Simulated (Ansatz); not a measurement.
# Work function of Mg(0001): what the settings cost and change, part 2 of 2

Aim: the work function of Mg(0001) against thickness and vacuum, with the cost.

Ansatz 0.2.0; plane-wave DFT, PBE, Ansatz PAW.

So far, work function, upper face (eV): step 2 (slab, setting 1 layer) 3.45; step 4 (run, 3 atoms) 3.78; step 5 (slab, 4 atoms) 3.76; step 6 (run, 5 atoms) 3.76; step 7 (slab, 6 atoms) 3.72.

### Step 8. Run, 8 atoms

System of this step: Mg(0001). The cell holds 8 atoms: 8 Mg. Its edges and angles: a = 3.210 Å, b = 3.210 Å, c = 36.246 Å, α = 90.0°, β = 90.0°, γ = 60.0°. Vacuum lies along c.

File input.yaml:

```yaml
crystal:
  lattice:
    - [3.21, 0.0, 0.0]
    - [1.605, 2.7799415461, 0.0]
    - [0.0, 0.0, 36.24564]
  atoms:
    - { symbol: Mg, position: [0.6666666667, 0.6666666667, 0.2483057273] }
    - { symbol: Mg, position: [0.0, 0.0, 0.3202183766] }
    - { symbol: Mg, position: [0.6666666667, 0.6666666667, 0.392131026] }
    - { symbol: Mg, position: [0.0, 0.0, 0.4640436753] }
    - { symbol: Mg, position: [0.6666666667, 0.6666666667, 0.5359563247] }
    - { symbol: Mg, position: [0.0, 0.0, 0.607868974] }
    - { symbol: Mg, position: [0.6666666667, 0.6666666667, 0.6797816234] }
    - { symbol: Mg, position: [0.0, 0.0, 0.7516942727] }
kpoints:
  mp_grid: { grid: [15, 15, 1] }
hamiltonian:
  xc: pbe
scf:
  occupations: { method: fermi_dirac, width: 0.1 }
  convergence: { dr2_threshold: 1.0e-09 }
efield:
  axis: 3
  dipole_correction: true
  ramp_position: 0.97
  ramp_width: 0.06
output:
  write_potential: true
  write_density: true
  volumetric_format: npy
```

Started as:

```bash
$ ansatz run input.yaml --threads 2 --pin off --max-ram 3072MiB --backend cpu --events-out ev --progress --plain --runs-dir out
```

The log of the run:

```text
[...]
Crystal: 8 atoms, lattice volume = 323.442 Å³
Basis set: ecut = 420 eV, 6409 PW (Γ)
Bands: 48, of which v1, the nominal top of the filled ones, is band 40 counted from 1 (39 counted from 0)
Symmetry: 6 space group operations
k-points: 27 of 225 (time reversal used)
[...]
k-point 1: bands = [... 36 lower, -3.2398, -2.4356, -1.5006, -0.4222, 0.4723, 1.8252, 3.0471, 4.1586, ... 4 higher]
  k-point 2: bands = [... 36 lower, -2.9838, -2.1814, -1.2484, -0.1707, 0.7130, 2.0677, 3.2867, 4.3982, ... 4 higher]
  k-point 26: bands = [... 36 lower, 1.3582, 1.3613, 1.6429, 1.6429, 1.6969, 2.0565, 2.0565, 2.1766, ... 4 higher]
[key lines of the parts left out:]
SCF converged after 7 iterations
Free energy (F): -15389.859537 eV
Fermi energy:    1.662760 eV
Dipole field:    D = -0.000000 V/Å  (p = -0.000000 e·Å, saw-weighted, corrected)
Work function:   Φ+ = 3.6804 eV   Φ− = 3.6804 eV
```

Elapsed: 27 s, on 2 threads of Intel Xeon 6975P-C (Granite Rapids), shared host; peak memory 0.77 GiB; 49 s of CPU time.

The work function is 3.680 eV, -0.036 eV from the run “6 layers”, at 1.8 times its CPU time.

### Step 9. Run, 10 atoms

System of this step: Mg(0001). The cell holds 10 atoms: 10 Mg. Its edges and angles: a = 3.210 Å, b = 3.210 Å, c = 41.459 Å, α = 90.0°, β = 90.0°, γ = 60.0°. Vacuum lies along c.

input.yaml, the sections that differ from step 8:

```yaml
crystal:
  lattice:
    - [3.21, 0.0, 0.0]
    - [1.605, 2.7799415461, 0.0]
    - [0.0, 0.0, 41.45868]
  atoms:
    - { symbol: Mg, position: [0.6666666667, 0.6666666667, 0.2170836119] }
    - { symbol: Mg, position: [0.0, 0.0, 0.2799539204] }
    - { symbol: Mg, position: [0.6666666667, 0.6666666667, 0.3428242288] }
    - { symbol: Mg, position: [0.0, 0.0, 0.4056945373] }
    - { symbol: Mg, position: [0.6666666667, 0.6666666667, 0.4685648458] }
    - { symbol: Mg, position: [0.0, 0.0, 0.5314351542] }
    - { symbol: Mg, position: [0.6666666667, 0.6666666667, 0.5943054627] }
    - { symbol: Mg, position: [0.0, 0.0, 0.6571757712] }
    - { symbol: Mg, position: [0.6666666667, 0.6666666667, 0.7200460796] }
    - { symbol: Mg, position: [0.0, 0.0, 0.7829163881] }
# kpoints, hamiltonian, scf, efield, output: as in step 8
```

The log of the run:

```text
[...]
Crystal: 10 atoms, lattice volume = 369.961 Å³
Basis set: ecut = 420 eV, 7327 PW (Γ)
Bands: 60, of which v1, the nominal top of the filled ones, is band 50 counted from 1 (49 counted from 0)
Symmetry: 6 space group operations
k-points: 27 of 225 (time reversal used)
[...]
k-point 0: bands = [... 46 lower, -2.3144, -1.5981, -0.7962, 0.1113, 0.8119, 1.9503, 2.9739, 3.9728, ... 6 higher]
  k-point 1: bands = [... 46 lower, -2.2293, -1.5136, -0.7123, 0.1951, 0.8921, 2.0316, 3.0545, 4.0528, ... 6 higher]
  k-point 2: bands = [... 46 lower, -1.9748, -1.2608, -0.4613, 0.4456, 1.1325, 2.2745, 3.2944, 4.2904, ... 6 higher]
  k-point 26: bands = [... 46 lower, 1.9515, 1.9515, 1.9714, 2.1930, 2.1930, 2.2821, 2.5406, 2.5406, ... 6 higher]
[key lines of the parts left out:]
SCF converged after 8 iterations
Free energy (F): -19237.476272 eV
Fermi energy:    2.151183 eV
Dipole field:    D = 0.000000 V/Å  (p = 0.000000 e·Å, saw-weighted, corrected)
Work function:   Φ+ = 3.6900 eV   Φ− = 3.6900 eV
```

It took 44 s on 2 threads; peak memory 0.96 GiB; 81 s of CPU time.

The work function is 3.690 eV, +0.010 eV from the run “8 layers”, at 1.6 times its CPU time.

### Step 10. Slab, 13 atoms

System of this step: Mg(0001). The cell holds 13 atoms: 13 Mg. Its edges and angles: a = 3.210 Å, b = 3.210 Å, c = 49.278 Å, α = 90.0°, β = 90.0°, γ = 60.0°. Vacuum lies along c.

input.yaml, the sections that differ from step 9:

```yaml
crystal:
  lattice:
    - [3.21, 0.0, 0.0]
    - [1.605, 2.7799415461, 0.0]
    - [0.0, 0.0, 49.27824]
  atoms:
    - { symbol: Mg, position: [0.0, 0.0, 0.1826363929] }
    - { symbol: Mg, position: [0.6666666667, 0.6666666667, 0.2355303274] }
    - { symbol: Mg, position: [0.0, 0.0, 0.2884242619] }
    - { symbol: Mg, position: [0.6666666667, 0.6666666667, 0.3413181964] }
    - { symbol: Mg, position: [0.0, 0.0, 0.394212131] }
    - { symbol: Mg, position: [0.6666666667, 0.6666666667, 0.4471060655] }
    - { symbol: Mg, position: [0.0, 0.0, 0.5] }
    - { symbol: Mg, position: [0.6666666667, 0.6666666667, 0.5528939345] }
    - { symbol: Mg, position: [0.0, 0.0, 0.605787869] }
    - { symbol: Mg, position: [0.6666666667, 0.6666666667, 0.6586818036] }
    - { symbol: Mg, position: [0.0, 0.0, 0.7115757381] }
    - { symbol: Mg, position: [0.6666666667, 0.6666666667, 0.7644696726] }
    - { symbol: Mg, position: [0.0, 0.0, 0.8173636071] }
# kpoints, hamiltonian, scf, efield, output: as in step 9
```

The log of the run:

```text
[...]
Crystal: 13 atoms, lattice volume = 439.740 Å³
Basis set: ecut = 420 eV, 8709 PW (Γ)
Bands: 78, of which v1, the nominal top of the filled ones, is band 65 counted from 1 (64 counted from 0)
Symmetry: 6 space group operations
k-points: 27 of 225 (time reversal used)
[...]
k-point 0: bands = [... 61 lower, -1.2174, -0.6119, 0.0450, 0.7789, 1.2890, 2.2198, 3.0291, 3.8459, ... 9 higher]
  k-point 1: bands = [... 61 lower, -1.1330, -0.5279, 0.1284, 0.8624, 1.3690, 2.3014, 3.1098, 3.9260, ... 9 higher]
  k-point 2: bands = [... 61 lower, -0.8801, -0.2765, 0.3782, 1.1118, 1.6093, 2.5449, 3.3506, 4.1641, ... 9 higher]
  k-point 26: bands = [... 61 lower, 2.4903, 2.5324, 2.5382, 2.6658, 2.7389, 2.7819, 2.8252, 3.0636, ... 9 higher]
[key lines of the parts left out:]
SCF converged after 8 iterations
Free energy (F): -25008.908321 eV
Fermi energy:    2.677726 eV
Dipole field:    D = 0.000000 V/Å  (p = 0.000000 e·Å, saw-weighted, corrected)
Work function:   Φ+ = 3.7050 eV   Φ− = 3.7050 eV
```

Elapsed: 63 s, on 2 threads; peak memory 1.3 GiB; 2 min of CPU time.

The work function is 3.705 eV, +0.015 eV from the run “10 layers”, at 1.5 times its CPU time.

### Step 11. Run, 7 atoms

System of this step: Mg(0001). The cell holds 7 atoms: 7 Mg. Its edges and angles: a = 3.210 Å, b = 3.210 Å, c = 25.639 Å, α = 90.0°, β = 90.0°, γ = 60.0°. Vacuum lies along c.

input.yaml, the sections that differ from step 10:

```yaml
crystal:
  lattice:
    - [3.21, 0.0, 0.0]
    - [1.605, 2.7799415461, 0.0]
    - [0.0, 0.0, 25.63912]
  atoms:
    - { symbol: Mg, position: [0.0, 0.0, 0.1950144935] }
    - { symbol: Mg, position: [0.6666666667, 0.6666666667, 0.296676329] }
    - { symbol: Mg, position: [0.0, 0.0, 0.3983381645] }
    - { symbol: Mg, position: [0.6666666667, 0.6666666667, 0.5] }
    - { symbol: Mg, position: [0.0, 0.0, 0.6016618355] }
    - { symbol: Mg, position: [0.6666666667, 0.6666666667, 0.703323671] }
    - { symbol: Mg, position: [0.0, 0.0, 0.8049855065] }
# kpoints, hamiltonian, scf, efield, output: as in step 10
```

The log of the run:

```text
[...]
Crystal: 7 atoms, lattice volume = 228.794 Å³
Basis set: ecut = 420 eV, 4549 PW (Γ)
Bands: 42, of which v1, the nominal top of the filled ones, is band 35 counted from 1 (34 counted from 0)
Symmetry: 6 space group operations
k-points: 27 of 225 (time reversal used)
[...]
k-point 0: bands = [... 31 lower, -2.3844, -1.5380, -0.5202, 0.6724, 1.7087, 3.1941, 4.5841, 5.5090, ... 3 higher]
  k-point 1: bands = [... 31 lower, -2.2986, -1.4528, -0.4357, 0.7567, 1.7890, 3.2754, 4.6644, 5.5915, ... 3 higher]
  k-point 2: bands = [... 31 lower, -2.0417, -1.1978, -0.1828, 1.0087, 2.0299, 3.5180, 4.9029, 5.8371, ... 3 higher]
  k-point 26: bands = [... 31 lower, 2.6733, 2.7101, 2.7358, 2.9697, 3.1394, 3.2313, 3.3952, 3.7534, ... 3 higher]
[key lines of the parts left out:]
SCF converged after 8 iterations
Free energy (F): -13466.057463 eV
Fermi energy:    2.937410 eV
Dipole field:    D = -0.000001 V/Å  (p = -0.000001 e·Å, saw-weighted, corrected)
Work function:   Φ+ = 3.6662 eV (in doubt: plateau slope 1.0e-1 eV/Å)   Φ− = 3.6710 eV (in doubt: plateau slope 7.2e-2 eV/Å)
```

It took 16 s on 2 threads; peak memory 0.61 GiB; 28 s of CPU time.

The work function is 3.666 eV. The program marks this work function as in doubt.

### Step 12. Run, 7 atoms (run 2)

The cell differs from the one that the last finished run ended in (c 25.639 → 29.639 Å).

input.yaml, the sections that differ from step 11:

```yaml
crystal:
  lattice:
    - [3.21, 0.0, 0.0]
    - [1.605, 2.7799415461, 0.0]
    - [0.0, 0.0, 29.63912]
  atoms:
    - { symbol: Mg, position: [0.0, 0.0, 0.2361743534] }
    - { symbol: Mg, position: [0.6666666667, 0.6666666667, 0.3241162356] }
    - { symbol: Mg, position: [0.0, 0.0, 0.4120581178] }
    - { symbol: Mg, position: [0.6666666667, 0.6666666667, 0.5] }
    - { symbol: Mg, position: [0.0, 0.0, 0.5879418822] }
    - { symbol: Mg, position: [0.6666666667, 0.6666666667, 0.6758837644] }
    - { symbol: Mg, position: [0.0, 0.0, 0.7638256466] }
# kpoints, hamiltonian, scf, efield, output: as in step 11
```

The log of the run:

```text
[...]
Crystal: 7 atoms, lattice volume = 264.488 Å³
Basis set: ecut = 420 eV, 5259 PW (Γ)
Bands: 42, of which v1, the nominal top of the filled ones, is band 35 counted from 1 (34 counted from 0)
Symmetry: 6 space group operations
k-points: 27 of 225 (time reversal used)
[...]
k-point 1: bands = [... 31 lower, -3.1938, -2.3479, -1.3310, -0.1376, 0.8921, 2.3888, 3.7323, 4.8258, ... 3 higher]
  k-point 2: bands = [... 31 lower, -2.9370, -2.0929, -1.0781, 0.1144, 1.1330, 2.6312, 3.9719, 5.0697, ... 3 higher]
  k-point 26: bands = [... 31 lower, 1.7781, 1.8148, 1.8406, 2.0744, 2.2441, 2.3361, 2.4999, 2.8581, ... 3 higher]
[key lines of the parts left out:]
SCF converged after 8 iterations
Free energy (F): -13466.057874 eV
Fermi energy:    2.042229 eV
Dipole field:    D = 0.000000 V/Å  (p = 0.000000 e·Å, saw-weighted, corrected)
Work function:   Φ+ = 3.6889 eV   Φ− = 3.6889 eV
```

Elapsed: 19 s, on 2 threads; peak memory 0.64 GiB.

The work function is 3.689 eV, +0.023 eV from the run “7 layers, 10 Å of vacuum”, at 1.2 times its CPU time.

### Step 13. Slab, 7 atoms

The cell differs from the one that the last finished run ended in (c 29.639 → 41.639 Å).

input.yaml, the sections that differ from step 12:

```yaml
crystal:
  lattice:
    - [3.21, 0.0, 0.0]
    - [1.605, 2.7799415461, 0.0]
    - [0.0, 0.0, 41.63912]
  atoms:
    - { symbol: Mg, position: [0.0, 0.0, 0.3122064059] }
    - { symbol: Mg, position: [0.6666666667, 0.6666666667, 0.3748042706] }
    - { symbol: Mg, position: [0.0, 0.0, 0.4374021353] }
    - { symbol: Mg, position: [0.6666666667, 0.6666666667, 0.5] }
    - { symbol: Mg, position: [0.0, 0.0, 0.5625978647] }
    - { symbol: Mg, position: [0.6666666667, 0.6666666667, 0.6251957294] }
    - { symbol: Mg, position: [0.0, 0.0, 0.6877935941] }
# kpoints, hamiltonian, scf, efield, output: as in step 12
```

The log of the run:

```text
[...]
Crystal: 7 atoms, lattice volume = 371.571 Å³
Basis set: ecut = 420 eV, 7387 PW (Γ)
Bands: 42, of which v1, the nominal top of the filled ones, is band 35 counted from 1 (34 counted from 0)
Symmetry: 6 space group operations
k-points: 27 of 225 (time reversal used)
[...]
k-point 1: bands = [... 31 lower, -4.8457, -3.9997, -2.9829, -1.7894, -0.7598, 0.7371, 2.0777, 3.2051, ... 3 higher]
  k-point 2: bands = [... 31 lower, -4.5888, -3.7448, -2.7300, -1.5374, -0.5188, 0.9795, 2.3175, 3.4478, ... 3 higher]
  k-point 26: bands = [... 31 lower, 0.1262, 0.1629, 0.1887, 0.4226, 0.5923, 0.6842, 0.8481, 1.2062, ... 3 higher]
[key lines of the parts left out:]
SCF converged after 7 iterations
Free energy (F): -13466.057888 eV
Fermi energy:    0.390381 eV
Dipole field:    D = -0.000001 V/Å  (p = -0.000002 e·Å, saw-weighted, corrected)
Work function:   Φ+ = 3.6894 eV   Φ− = 3.6893 eV
```

The job ended after 26 s (2 threads; peak memory 0.79 GiB; 49 s of CPU time).

The work function is 3.689 eV, +0.000 eV from the run “7 layers, 14 Å of vacuum”, at 1.4 times its CPU time.

### Step 14. Comparing the runs

Times are for 2 threads of Intel Xeon 6975P-C (Granite Rapids), shared host. Results by setting:

```csv
no.,setting,"work function, upper face (eV)",time,memory (GiB)
1,1 layer,3.445,2.9 s,0.42
2,2 layers,3.726,5.6 s,0.48
3,3 layers,3.777,7.2 s,0.48
4,4 layers,3.764,9.4 s,0.52
5,5 layers,3.756,14 s,0.53
6,6 layers,3.716,17 s,0.64
7,8 layers,3.680,27 s,0.77
8,10 layers,3.690,44 s,0.96
9,13 layers,3.705,63 s,1.3
10,"7 layers, 10 Å of vacuum",3.666,16 s,0.61
11,"7 layers, 14 Å of vacuum",3.689,19 s,0.64
12,"7 layers, 26 Å of vacuum",3.689,26 s,0.79
```

### Step 15. Varying the input

System of this step: Mg(0001) monolayer. The cell holds 1 atom: 1 Mg. Cell: a = 3.210 Å, b = 3.210 Å, c = 18.000 Å, α = 90.0°, β = 90.0°, γ = 60.0°. Vacuum lies along c.

An input spoilt on purpose, to show how the run answers: it repeats the earlier run “1 layer” with efield.amplitude to 0 and efield.dipole_correction from true to false, and scf.max_iter set to 80; its output block differs too.

input.yaml, the sections that differ from step 13:

```yaml
crystal:
  lattice:
    - [3.21, 0.0, 0.0]
    - [1.605, 2.7799415461, 0.0]
    - [0.0, 0.0, 18.0]
  atoms:
    - { symbol: Mg, position: [0.6666666667, 0.6666666667, 0.5] }
scf:
  occupations: { method: fermi_dirac, width: 0.1 }
  convergence: { dr2_threshold: 1.0e-09 }
  max_iter: 80
efield:
  axis: 3
  dipole_correction: false
  ramp_position: 0.97
  ramp_width: 0.06
  amplitude: 0
# kpoints, hamiltonian, output: as in step 13
```

The log of the run:

```text
Error: invalid value for `efield.amplitude`: is zero with dipole_correction: false — the section would apply nothing; set a non-zero amplitude, enable dipole_correction, or remove the block
```

Elapsed: 0.03 s, on 2 threads; peak memory 0.07 GiB; 0.03 s of CPU time.

The input was rejected at the start.

The program's message: “Error: invalid value for `efield.amplitude`: is zero with dipole_correction: false — the section would apply nothing; set a non-zero amplitude, enable dipole_correction, or remove the block”

The fault put into the input: a field block that applies nothing.

### Step 16. Results

| Property | Result |
| --- | --- |
| work function, 1 layer | 3.445 eV |
| work function, 3 layers | 3.777 eV |
| work function, 6 layers | 3.716 eV |
| work function, 13 layers | 3.705 eV |

The thickest slab gives 3.70 eV, and the settings tried spread the value from 3.45 to 3.78 eV. At 18 Å of vacuum, the slabs from 6 layers on stay within 0.03 eV of the thickest. Going from 10 to 26 Å of vacuum moves it by 0.023 eV. The program marks the value as in doubt in “7 layers, 10 Å of vacuum”. The ladder's slabs use the tabulated experimental lattice constant (two decimals; a low-temperature value for the alkali metals). In 1 run of the series (7 layers, 10 Å of vacuum) the program warns that electrons reach the sawtooth's ramp, which makes dipole and work function less sure.

[Long decimals in the printed logs are rounded to 6 places.]

[Logs are printed without paths, hosts, clocks, repeated set-up lines and the standing remarks that a program may print on its own settings, such as how far it seeks lower states.]

[Hosts, paths, dates, database ids (printed as entryN), source tags and the programs' standing remarks are cut or masked in the printed files.]

[Maps of the electrostatic potential energy from Ansatz leave out the sawtooth potential of an applied field or a dipole correction, so their vacuum need not be flat; planar profiles and work functions include it.]
